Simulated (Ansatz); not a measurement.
# CeO2 (Fm-3m): the G0W0 gap against the k mesh

Aim: the G0W0 gap of CeO2 (Fm-3m) on a series of meshes, at fixed bands and cutoff.

Method: G0W0 on PBE, plane waves, PAW; PAW set soft_1, in Ansatz 0.2.0.

In doubt: the elements are of a kind flagged for part-filled d or f shells, though by formal charges that shell is empty here, so the flag may not apply.

**1. Starting point**

Symmetry: Fm-3m, No. 225, cubic system. Conventional cell: a = 5.407 Å, b = 5.407 Å, c = 5.407 Å, α = 90.00°, β = 90.00°, γ = 90.00°. Nearest to Ce lie 8 O at 2.34 Å. O has 4 Ce at 2.34 Å nearest. Farther neighbours and most contacts between anions are not listed.

The cell and positions come from the Crystallography Open Database and are kept as given unless a step says otherwise. Spin-orbit coupling is left out unless a step names it.

**2. The 4×4×4 mesh**

G0W0 replaces the xc potential by the self-energy, built once from these orbitals. Only a window of levels is corrected, while the sums run over the empty bands that the input names. This step takes PAW set soft_1 files.

The input, input.yaml:

```yaml
crystal:
  lattice:
    - [0.0, 2.70365, 2.70365]
    - [2.70365, 0.0, 2.70365]
    - [2.70365, 2.70365, 0.0]
  atoms:
    - { symbol: Ce, position: [0.0, 0.0, 0.0] }
    - { symbol: O, position: [0.25, 0.25, 0.25] }
    - { symbol: O, position: [0.75, 0.75, 0.75] }
kpoints:
  mp_grid: { grid: [4, 4, 4] }
hamiltonian:
  xc: pbe
  pseudopotentials: { kind: paw, azcp: { folder: soft_1 } }
scf:
  occupations: { method: fixed }
gw:
  n_empty_bands: 89
  ecut_chi: 100
  qp_bands: [v2, c2]
  qp_kpoints: band_edges
  screening: { model: contour_deformation }
```

On the command line:

```bash
$ ansatz run input.yaml --threads 3 --pin off --max-ram 92160MiB --backend cuda --events-out ev --progress --plain --runs-dir out --devices 1 --max-vram 13GiB
```

Numbers of over 12 decimals in the logs are rounded to 6 here.

The log of the run:

```text
GPUs: using 1 of 1 available (devices: 1).
Engine: ansatz 0.2.0, x86_64-unknown-linux-gnu
Pseudopotentials: kind: paw
Pseudopotential: Ce, paw, valence charge 12, recommended cutoff 420 eV (normal), soft_1/Ce.paw.azcp
Pseudopotential: O, paw, valence charge 6, recommended cutoff 420 eV (normal), soft_1/O.paw.azcp
Functional definition: PBE
  parameter kappa = 0.804
  parameter beta = 0.066725
  exchange = pbe_x(kappa = kappa, mu = beta*pi^2/3)
  correlation = pbe_c(beta = beta)
device memory: the entry about to start is reckoned to put 0.8 GiB on a device that reports 49.2 GiB free (of which the cap on the GPU budget leaves the run 13.0 GiB)
GPU FFT provider: cuFFT
GPU libraries: cuBLAS 13.8.2, cuFFT 12.4.0, cuSOLVER 12.3.4
Crystal: 3 atoms, lattice volume = 39.526 Å³
Basis set: ecut = 420 eV, 749 PW (Γ)
Bands: 16, of which v1, the nominal top of the filled ones, is band 12 counted from 1 (11 counted from 0)
Symmetry: 48 space group operations
Space group: Fm-3m (ITA 225), of the structure as read, at distance tolerance 3.4e-5 Å
k-points: 8 of 64
Non-local potential: Ce, projectors of the file, l = 0: 3, l = 1: 2, l = 2: 2, l = 3: 3
Non-local potential: O, projectors of the file, l = 0: 2, l = 1: 2, l = 2: 1
PAW form: soft (Blöchl's): semilocal exchange-correlation on the pseudo side does not see the compensation charge
PAW one-centre angular grid: Ce, 590 points (default); XC on 64 Gauss nodes
PAW one-centre angular grid: O, 110 points (default); XC on 64 Gauss nodes
Initial density: superposition of atomic densities (chi_scale 0.1, normalization cell, long waves kept (reshape's long-wave potential 0.00 eV rms))
Initial wavefunctions: pseudopotential atomic-orbital guess
GPU buffer pool allocated for 19683 grid points (all kernels)
GPU transforms: local potential and band sums: pruned to the plane-wave sphere, on 25×25×25
Functional: x = pbe(κ = 0.804, μ = 0.219515), c = pbe(β = 0.066725)
SCF iter   1: F=—  HF=-7716.062095 eV  |F-HF|=—  |Δ(HF+E_count)|=         —  Δρ=4.82e-2  dr2=6.40e-1  ethr=3.10e-3  ⟨swp⟩=3.1  Hψ=478  notcnv=0  defer=10
preconditioner: auto → none  [insulator: Δε(μ)=2.059 eV  Ē_g=10.310 eV  n_scr=14 (ndim 8)  ℏωp=27.7 eV  f_vac=0.000  ε∞_Penn≈8.2]
SCF iter   2: F=—  HF=-7715.994285 eV  |F-HF|=—  |Δ(HF+E_count)|=   6.78e-2  Δρ=2.18e-2  dr2=1.40e-1  ethr=2.67e-3  ⟨swp⟩=2.6  Hψ=236  notcnv=0  defer=2
SCF iter   3: F=—  HF=-7716.029965 eV  |F-HF|=—  |Δ(HF+E_count)|=   3.57e-2  Δρ=1.51e-2  dr2=1.12e-1  ethr=5.84e-4  ⟨swp⟩=2.5  Hψ=215  notcnv=0  defer=4
SCF iter   4: F=—  HF=-7716.016047 eV  |F-HF|=—  |Δ(HF+E_count)|=   1.39e-2  Δρ=4.52e-3  dr2=6.81e-3  ethr=4.66e-4  ⟨swp⟩=2.5  Hψ=199  notcnv=0  defer=5
SCF iter   5: F=—  HF=-7716.015962 eV  |F-HF|=—  |Δ(HF+E_count)|=   8.50e-5  Δρ=8.68e-4  dr2=1.13e-4  ethr=2.84e-5  ⟨swp⟩=2.4  Hψ=180  notcnv=0  defer=11
SCF iter   6: F=—  HF=-7716.016075 eV  |F-HF|=—  |Δ(HF+E_count)|=   1.13e-4  Δρ=1.92e-4  dr2=1.20e-5  ethr=4.70e-7  ⟨swp⟩=2.0  Hψ=210  notcnv=0  defer=9
SCF iter   7: F=-7716.016077 eV  HF=-7716.016077 eV  |F-HF|=9.97e-9  |Δ(HF+E_count)|=   1.84e-6  Δρ=1.93e-5  dr2=9.78e-8  ethr=4.17e-10  ⟨swp⟩=4.5  Hψ=588  notcnv=0
SCF 1 converged in 7 iterations: F = -7716.016077 eV  dr2 = 9.78e-8
[...]
device memory: the entry about to start is reckoned to put 1.1 GiB on a device that reports 49.5 GiB free (of which the cap on the GPU budget leaves the run 13.0 GiB)
NSCF: frozen V_eff on 8 k-points
[...]
device memory: the entry about to start is reckoned to put 1.5 GiB on a device that reports 51.4 GiB free (of which the cap on the GPU budget leaves the run 13.0 GiB)
NSCF: frozen V_eff on 8 k-points
G₀W₀ screening: q 1/8
[... further progress lines ...]
device memory: the entry about to start is reckoned to put 0.3 GiB on a device that reports 55.8 GiB free (of which the cap on the GPU budget leaves the run 13.0 GiB)
NSCF: frozen V_eff on 1 k-points
[...]
E_nonlocal   = 202.414021
  E_hartree    = 343.688678
  E_xc         = -293.284577
  E_vxc        = -359.207121  (∫ρ·V_xc dr)
  E_paw        = -5898.658710  (= ΣΔE_a)
  E_vpaw       = -167.963902  (= ΣTr[D̂ρ^β])
  E_aug_tail   = 0.001521  (compensation charges beyond the density's cutoff)
  E_ewald      = -1730.615845
  E_smearing   = -0.000000  (= −TS)
  E_closure    = 0.000000  (closes the sum)
  Σ components = -7716.016077   (vs F -7716.016077, Δ=0.00e0)
--- Band table (eV; the first three rows and the last of 8) ---
  k-point 0: bands = [... 8 lower, 6.9571, 10.2232, 10.2232, 10.2232, 13.1437, 13.1437, 13.1437, 13.3965]
  k-point 1: bands = [... 8 lower, 8.2880, 9.8363, 10.0645, 10.0645, 13.0776, 13.0776, 13.1485, 13.3247]
  k-point 2: bands = [... 8 lower, 9.5764, 9.6298, 10.0483, 10.0483, 12.8152, 13.0021, 13.0021, 13.1533]
  k-point 7: bands = [... 8 lower, 9.7864, 9.7864, 10.0991, 10.1656, 12.8865, 13.0085, 13.0085, 13.2569]
--- G₀W₀: contour deformation, 6 samples at zero and on the imaginary axis and 1 off it, 64 q-points, 89 empty bands' worth ---
  eigenvalues of the whole cell's RPA ε∞ on this k-mesh (on a slab, of 1 + 4πα/V) = 7.6535, 7.6535, 7.6535; static W/v taken at q = 0 is 0.130659
  bands read: the sum over 101 bands ends inside a degenerate multiplet in 3 slots, whose members it reads at an even weight; the widest, k=1: bands 101 to 102 (counted from 1) at 1/2 each
  gw.qp_kpoints: band_edges: 8 of 8 stored k-points solved, in 1 pass; an edge of the gap read off the rows below is read off those points alone
  `?` marks the rows in doubt; gw_qp.tsv's column doubts and the gw_qp event give each row's grounds
    ik  band        ε_KS         Σx   Σc(E_QP)       V_xc       Z   E_QP_lin       E_QP  E_QP is
     0    11     10.2232   -25.9822     3.4808   -22.8739  0.6778    10.5921    10.5956  root
     0    12     10.2232   -25.9822     3.4808   -22.8739  0.6778    10.5921    10.5956  root
     0    13     13.1437   -23.6610   -12.9967   -38.5723  0.5530    15.5275    15.0583  root ?
     0    14     13.1437   -23.6610   -12.9967   -38.5723  0.5530    15.5275    15.0583  root ?
     1    11     10.0645   -25.4702     3.8392   -21.8679  0.6804    10.2997    10.3013  root
     1    12     10.0645   -25.4702     3.8392   -21.8679  0.6804    10.2997    10.3013  root
     1    13     13.0776   -23.4886   -12.6356   -38.0569  0.5601    15.4544    15.0104  root ?
     1    14     13.0776   -23.4886   -12.6356   -38.0569  0.5601    15.4544    15.0104  root ?
     2    11     10.0483   -25.9334     3.8053   -22.4114  0.6803    10.3293    10.3316  root
     2    12     10.0483   -25.9334     3.8053   -22.4114  0.6803    10.3293    10.3316  root
     2    13     12.8152   -23.1838   -11.4917   -36.6452  0.5844    15.1864    14.7849  root ?
     2    14     13.0021   -23.6829   -12.4469   -38.0848  0.5641    15.4001    14.9572  root ?
     3    11     10.5620   -26.2807     3.5861   -23.0427  0.6857    10.9074    10.9101  root
     3    12     10.5620   -26.2807     3.5861   -23.0427  0.6857    10.9074    10.9101  root
     3    13     12.9813   -23.1862   -12.5316   -37.6686  0.5664    15.3816    14.9320  root ?
     3    14     13.1557   -23.6067   -12.6845   -38.1970  0.5557    15.5053    15.0615  root ?
     4    11     10.1438   -25.8217     4.0307   -21.9979  0.6845    10.3495    10.3507  root
     4    12     10.5494   -25.8570     4.4308   -21.5232  0.6936    10.6462    10.6464  root
     4    13     12.9215   -23.3426   -11.7575   -37.0318  0.5759    15.2691    14.8531  root ?
     4    14     12.9581   -23.5330   -12.3429   -37.8288  0.5675    15.3597    14.9110  root ?
     5    11      9.5401   -24.6027     4.3669   -20.2716  0.6753     9.5758     9.5759  root
     5    12     10.8472   -26.4664     3.8444   -22.9070  0.6929    11.1304    11.1322  root
     5    13     12.9241   -23.2995   -12.0277   -37.2677  0.5730    15.2950    14.8645  root ?
     5    14     13.0647   -23.6874   -12.5981   -38.2283  0.5601    15.4490    15.0075  root ?
     6    11     10.0387   -25.2577     4.8837   -20.3461  0.6833    10.0108    10.0109  root
     6    12     10.2116   -27.0160     3.5928   -23.9114  0.6745    10.6938    10.6997  root
     6    13     12.8545   -22.9727   -12.2584   -37.2135  0.5748    15.2771    14.8369  root ?
     6    14     12.9568   -23.7738   -12.1919   -37.9153  0.5680    15.3487    14.9065  root ?
     7    11     10.0991   -26.8439     3.7421   -23.5399  0.6739    10.5321    10.5371  root
     7    12     10.1656   -25.3446     4.8553   -20.4728  0.6855    10.1492    10.1492  root
     7    13     12.8865   -23.2385   -11.6910   -36.8690  0.5781    15.2351    14.8259  root ?
     7    14     13.0085   -23.7868   -12.3144   -38.0575  0.5646    15.3935    14.9648  root ?
[key lines of the parts left out:]
SCF converged after 7 iterations
Free energy (F): -7716.016077 eV
Fermi energy:    10.847226 eV
```

The job ended after 7.9 s (1 × NVIDIA H100 80GB HBM3 (shared by 6 runs) with 3 threads of AMD EPYC 7R13 (Zen 3), shared host; peak memory 1 GiB).

Numbers from this step:

| Property | Result |
| --- | --- |
| bands summed | 101 |
| RPA ε∞ on this mesh (eigenvalues) | 7.653, 7.653, 7.653 |
| plane waves in the screening matrix | 89 |
| q-points in the mesh | 64 |
| G0W0 gap on the mesh | 3.653 eV |
| k of the valence top | 0, 0.25, -0.25 |
| k of the conduction bottom | 0, 0, -0.5 |
| starting gap on the mesh | 1.968 eV |
| Z at the valence top | 0.6929 |
| Z at the conduction bottom | 0.5844 |
| least direct G0W0 gap on the computed points | 3.732 eV |

The gap on the mesh goes from 1.97 eV to 3.65 eV, a correction of +1.68 eV. The program marks an edge row as in doubt. Between the two edge states, bare exchange in place of the xc potential would open the gap by 17.02 eV, and correlation takes back 15.34 eV.

**3. The 6×6×6 mesh**

A second mesh at equal bands and cutoff isolates the sampling error.

input.yaml, as its differences from that of step 2:

```diff
@@ -10,3 +10,3 @@
 kpoints:
-  mp_grid: { grid: [4, 4, 4] }
+  mp_grid: { grid: [6, 6, 6] }
 hamiltonian:
```

The log of the run:

```text
GPUs: using 1 of 1 available (devices: 1).
[...]
GPU FFT provider: cuFFT
GPU libraries: cuBLAS 13.8.2, cuFFT 12.4.0, cuSOLVER 12.3.4
Crystal: 3 atoms, lattice volume = 39.526 Å³
Basis set: ecut = 420 eV, 749 PW (Γ)
Bands: 16, of which v1, the nominal top of the filled ones, is band 12 counted from 1 (11 counted from 0)
[... 1 set-up line as in the run before ...]
[...]
k-points: 16 of 216
[...]
GPU buffer pool allocated for 19683 grid points (all kernels)
[...]
SCF iter   1: F=—  HF=-7716.061747 eV  |F-HF|=—  |Δ(HF+E_count)|=         —  Δρ=4.82e-2  dr2=6.40e-1  ethr=3.10e-3  ⟨swp⟩=4.0  Hψ=1022  notcnv=0  defer=17
[...]
SCF iter   8: F=-7716.016495 eV  HF=-7716.016495 eV  |F-HF|=2.28e-8  |Δ(HF+E_count)|=   1.15e-7  Δρ=7.72e-6  dr2=3.03e-8  ethr=4.17e-10  ⟨swp⟩=5.8  Hψ=998  notcnv=0
SCF 1 converged in 8 iterations: F = -7716.016495 eV  dr2 = 3.03e-8
[...]
3    11     10.0479   -25.9106     3.7851   -22.4116  0.6807    10.3317    10.3340  root
     3    12     10.0479   -25.9106     3.7851   -22.4116  0.6807    10.3317    10.3340  root
     3    13     12.8147   -23.1984   -11.4573   -36.6457  0.5844    15.1811    14.8047  root ?
     3    14     13.0016   -23.6853   -12.4484   -38.0850  0.5639    15.3942    14.9529  root ?
[...]
14    11      9.9870   -26.2997     3.9879   -22.6067  0.6792    10.2795    10.2820  root
    14    12     10.5871   -25.8841     4.4338   -21.5474  0.6949    10.6840    10.6843  root
    14    13     12.8772   -23.2100   -11.6550   -36.8264  0.5787    15.2230    14.8386  root ?
    14    14     13.0002   -23.7346   -12.3431   -38.0245  0.5649    15.3846    14.9470  root ?
    15    11     10.0783   -26.0712     4.2653   -22.0263  0.6789    10.2973    10.2988  root
    15    12     10.1820   -26.0898     4.2610   -22.0479  0.6806    10.3996    10.4010  root
    15    13     12.9046   -23.3733   -11.7927   -37.1234  0.5755    15.2585    14.8620  root ?
    15    14     12.9851   -23.8133   -12.2572   -38.0180  0.5660    15.3680    14.9326  root ?
[key lines of the parts left out:]
SCF converged after 8 iterations
Free energy (F): -7716.016495 eV
Fermi energy:    10.732522 eV
```

Wall time 16 s (1 × NVIDIA H100 80GB HBM3 (shared by 6 runs) with 3 threads); peak memory 1 GiB.

Numbers from this step:

| Item | Value |
| --- | --- |
| bands summed | 101 |
| RPA ε∞ on this mesh (eigenvalues) | 7.652, 7.652, 7.652 |
| plane waves in the screening matrix | 89 |
| q-points in the mesh | 216 |
| G0W0 gap on the mesh | 3.811 eV |
| k of the valence top | 0, 0.1667, -0.1667 |
| k of the conduction bottom | 0, 0, -0.5 |
| starting gap on the mesh | 2.082 eV |
| Z at the valence top | 0.6863 |
| Z at the conduction bottom | 0.5844 |
| least direct G0W0 gap on the computed points | 3.896 eV |

Against the run with 4×4×4 mesh, 89 empty bands, screening to 100 eV, PAW set soft_1 files, the gap moves by +0.16 eV, while the start moved by +0.11 eV. A band edge is found at another k point on this mesh.

**4. The 8×8×8 mesh**

input.yaml, as its differences from that of step 3:

```diff
@@ -10,3 +10,3 @@
 kpoints:
-  mp_grid: { grid: [6, 6, 6] }
+  mp_grid: { grid: [8, 8, 8] }
 hamiltonian:
```

The log of the run:

```text
GPUs: using 1 of 1 available (devices: 1).
[...]
GPU FFT provider: cuFFT
GPU libraries: cuBLAS 13.8.2, cuFFT 12.4.0, cuSOLVER 12.3.4
Crystal: 3 atoms, lattice volume = 39.526 Å³
Basis set: ecut = 420 eV, 749 PW (Γ)
Bands: 16, of which v1, the nominal top of the filled ones, is band 12 counted from 1 (11 counted from 0)
[... 1 set-up line as in the run before ...]
[...]
k-points: 29 of 512
[...]
27    14     12.9543   -23.2124   -12.2265   -37.3910  0.5700    15.3375    14.9064  root ?
    28    11     10.0986   -26.8160     3.7193   -23.5398  0.6747    10.5367    10.5418  root
    28    12     10.1651   -25.3132     4.8299   -20.4729  0.6856    10.1548    10.1548  root
    28    13     12.8859   -23.2449   -11.6864   -36.8694  0.5782    15.2336    14.8241  root ?
    28    14     13.0079   -23.7929   -12.3178   -38.0577  0.5647    15.3916    14.9549  root ?
[key lines of the parts left out:]
SCF converged after 8 iterations
Free energy (F): -7716.016232 eV
Fermi energy:    10.846740 eV
```

Wall time 47 s (1 × NVIDIA H100 80GB HBM3 (shared by 6 runs) with 3 threads); peak memory 1.1 GiB.

Numbers from this step:

```
bands summed                                 : 101
RPA ε∞ on this mesh (eigenvalues)            : 7.650, 7.650, 7.650
plane waves in the screening matrix          : 89
G0W0 gap on the mesh                         : 3.650 eV
k of the valence top                         : 0, 0.25, -0.25
k of the conduction bottom                   : 0, 0, -0.5
starting gap on the mesh                     : 1.968 eV
least direct G0W0 gap on the computed points : 3.735 eV
```

Against the run with 6×6×6 mesh, 89 empty bands, screening to 100 eV, PAW set soft_1 files, the gap moves by −0.16 eV, while the start moved by −0.11 eV. A band edge is found at another k point on this mesh.

**5. The 10×10×10 mesh**

input.yaml, as its differences from that of step 4:

```diff
@@ -10,3 +10,3 @@
 kpoints:
-  mp_grid: { grid: [8, 8, 8] }
+  mp_grid: { grid: [10, 10, 10] }
 hamiltonian:
```

The log of the run:

```text
GPUs: using 1 of 1 available (devices: 1).
[...]
GPU FFT provider: cuFFT
GPU libraries: cuBLAS 13.8.2, cuFFT 12.4.0, cuSOLVER 12.3.4
Crystal: 3 atoms, lattice volume = 39.526 Å³
Basis set: ecut = 420 eV, 749 PW (Γ)
Bands: 16, of which v1, the nominal top of the filled ones, is band 12 counted from 1 (11 counted from 0)
[... 1 set-up line as in the run before ...]
[...]
k-points: 47 of 1000
[...]
45    14     13.0042   -23.7692   -12.3255   -38.0392  0.5649    15.3893    14.9487  root ?
    46    11     10.0899   -26.4349     3.9922   -22.7746  0.6769    10.4187    10.4218  root
    46    12     10.1726   -25.6973     4.5419   -21.2612  0.6832    10.2781    10.2784  root
    46    13     12.8931   -23.2941   -11.7301   -36.9646  0.5772    15.2440    14.8335  root ?
    46    14     12.9950   -23.8193   -12.2820   -38.0479  0.5655    15.3802    14.9416  root ?
[key lines of the parts left out:]
SCF converged after 8 iterations
Free energy (F): -7716.016215 eV
Fermi energy:    10.826741 eV
```

It took 91 s on 1 × NVIDIA H100 80GB HBM3 (shared by 6 runs) with 3 threads; peak memory 1.3 GiB; 2.7 min of CPU time.

Numbers from this step:

```
bands summed                                 : 101
RPA ε∞ on this mesh (eigenvalues)            : 7.650, 7.650, 7.650
plane waves in the screening matrix          : 89
G0W0 gap on the mesh                         : 3.697 eV
k of the valence top                         : 0, 0.2, -0.2000
k of the conduction bottom                   : 0, 0, -0.5
starting gap on the mesh                     : 1.988 eV
least direct G0W0 gap on the computed points : 3.790 eV
```

Against the run with 8×8×8 mesh, 89 empty bands, screening to 100 eV, PAW set soft_1 files, the gap moves by +0.05 eV. A band edge is found at another k point on this mesh.

**6. The meshes together**

Times are wall times on 1 × NVIDIA H100 80GB HBM3 (shared by 6 runs) with 3 threads of AMD EPYC 7R13 (Zen 3), shared host, good to a factor of about two.

```csv
mesh,points,irreducible,start (eV),G0W0 (eV),shift (eV),RPA ε∞ (mean),time
4×4×4,64,8,1.968,3.653,+1.685,7.65,7.9 s
6×6×6,216,16,2.082,3.811,+1.729,7.65,16 s
8×8×8,512,29,1.968,3.650,+1.682,7.65,47 s
10×10×10,1000,47,1.988,3.697,+1.709,7.65,91 s
```

**7. Summary of results**

| Property | Result |
| --- | --- |
| 4×4×4 | 3.653 eV (shift +1.685) |
| 6×6×6 | 3.811 eV (shift +1.729) |
| 8×8×8 | 3.650 eV (shift +1.682) |
| 10×10×10 | 3.697 eV (shift +1.709) |
| settings | PBE start, 89 empty bands, 100 eV |

In words: The shift is +1.68 eV on 4×4×4 and +1.71 eV on 10×10×10. On 10×10×10 the edges lie at (0.000, 0.200, 0.200) and (0.000, 0.000, 0.500), on 8×8×8 at (0.000, 0.250, 0.250) and (0.000, 0.000, 0.500), so these two shifts belong to different pairs of states. The RPA ε∞ (mean) ranges from 7.65 to 7.65 and ends at 7.65. On 10×10×10 the states that bound the G0W0 gap lie 2.082 eV apart in the start, so part of the shift is a change of edge. The starting gap changes too, by 0.11 eV, since the meshes hold different points and converge the density differently. From 64 to 1000 points the time grows 11-fold. Bands and cutoff are modest here, so the values stand off the basis limit. Empty 4f levels lie among the conduction bands. Their place in the start is unsure; it enters the screening, and the edge itself where they lie low. The runs have no spin polarisation. For a closed low-spin shell that is the natural state; where a d or f shell is open it is a constraint, and the gap is then not the crystal's own. The compound holds f electrons or empty f levels, where one-shot G0W0 is unsure. The many-body steps are scalar-relativistic: spin-orbit coupling is not in them. The program marks a band-edge row as in doubt, so the gap is less sure than its digits.

[Paths, hosts, dates, memory and timing lines, banners, echoed tables and standing remarks are left out of the program output.]

[Logs are printed without paths, hosts, clocks, repeated set-up lines and the standing remarks that a program may print on its own settings, such as how far it seeks lower states.]

[Runs of the session that timed out or met a known fault of the program may be left out.]

[Cells called generated may have been cut or substituted from an entry of the Crystallography Open Database or the Materials Project.]

[Hosts, paths, dates, database ids (printed as entryN), source tags and the programs' standing remarks are cut or masked in the printed files.]
